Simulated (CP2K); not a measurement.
Two runs for the C K edge of 2-borylfuran. Run A: CP2K XAS_TDP, all-electron GAPW, PBEh(45%), aug-cc-pVDZ, TDA, no relativity. Run B differs in one setting.

First lines with a strength over 0.0015. A:

```tsv
atom	energy (eV)	states	strength, one atom
C2 (bonded to B, C and O)	281.67	1	0.0181
	283.98	1	0.0389
	285.34	1	0.0231
	285.87	1	0.0025
	286.01	1	0.0174
C3 (bonded to 2 C and H)	280.78	1	0.0472
	284.60	1	0.0064
	284.74	1	0.0099
	285.50	1	0.0022
	285.66	1	0.0025
C4 (bonded to 2 C and H)	282.04	1	0.0216
	282.56	1	0.0318
	284.36	1	0.0103
	285.52	1	0.0028
	285.68	1	0.0022
C5 (bonded to C, O and H)	282.14	1	0.0533
	285.69	1	0.0073
	286.01	1	0.0151
	286.90	1	0.0075
	287.10	1	0.0045
```

B:

```tsv
atom	energy (eV)	states	strength, one atom
C2 (bonded to B, C and O)	286.07	1	0.0331
	288.47	1	0.0334
	289.59	1	0.0555
	290.95	1	0.0051
	292.08	1	0.0015
C3 (bonded to 2 C and H)	284.86	1	0.0586
	289.50	1	0.0177
	289.66	1	0.0054
	290.81	1	0.0037
	291.14	1	0.0019
C4 (bonded to 2 C and H)	286.25	1	0.0544
	287.42	1	0.0069
	289.06	1	0.0173
	290.57	1	0.0042
	290.76	1	0.0024
C5 (bonded to C, O and H)	286.12	1	0.0641
	290.70	1	0.0278
	290.91	1	0.0047
	291.57	1	0.0247
	292.21	1	0.0034
```

Question: Which was it: scalar relativity switched on, the functional, the basis, GW2X switched on?

The functional (functional from PBEh(45%) to PBEh(60%); the lines alone don't name the new value). A functional moves all lines by electronvolts and changes their spacings and strengths. Against PBEh(45%) in aug-cc-pVDZ, the leading lines move by +4.40 eV (C2, to 286.07), +4.08 eV (C3, to 284.86), +4.21 eV (C4, to 286.25) and +3.98 eV (C5, to 286.12); the strength of C2's goes from 0.0181 to 0.0331. The next line of C2 over the strength cut lies 2.40 eV higher, against 2.31.

[Banner, clock and machine lines of the logs are left out without a mark of their own.]

[Logs are printed without paths, hosts, clocks, repeated set-up lines and the standing remarks that a program may print on its own settings, such as how far it seeks lower states.]

[Hosts, paths, dates, database ids (printed as entryN), source tags and the programs' standing remarks are cut or masked in the printed files.]
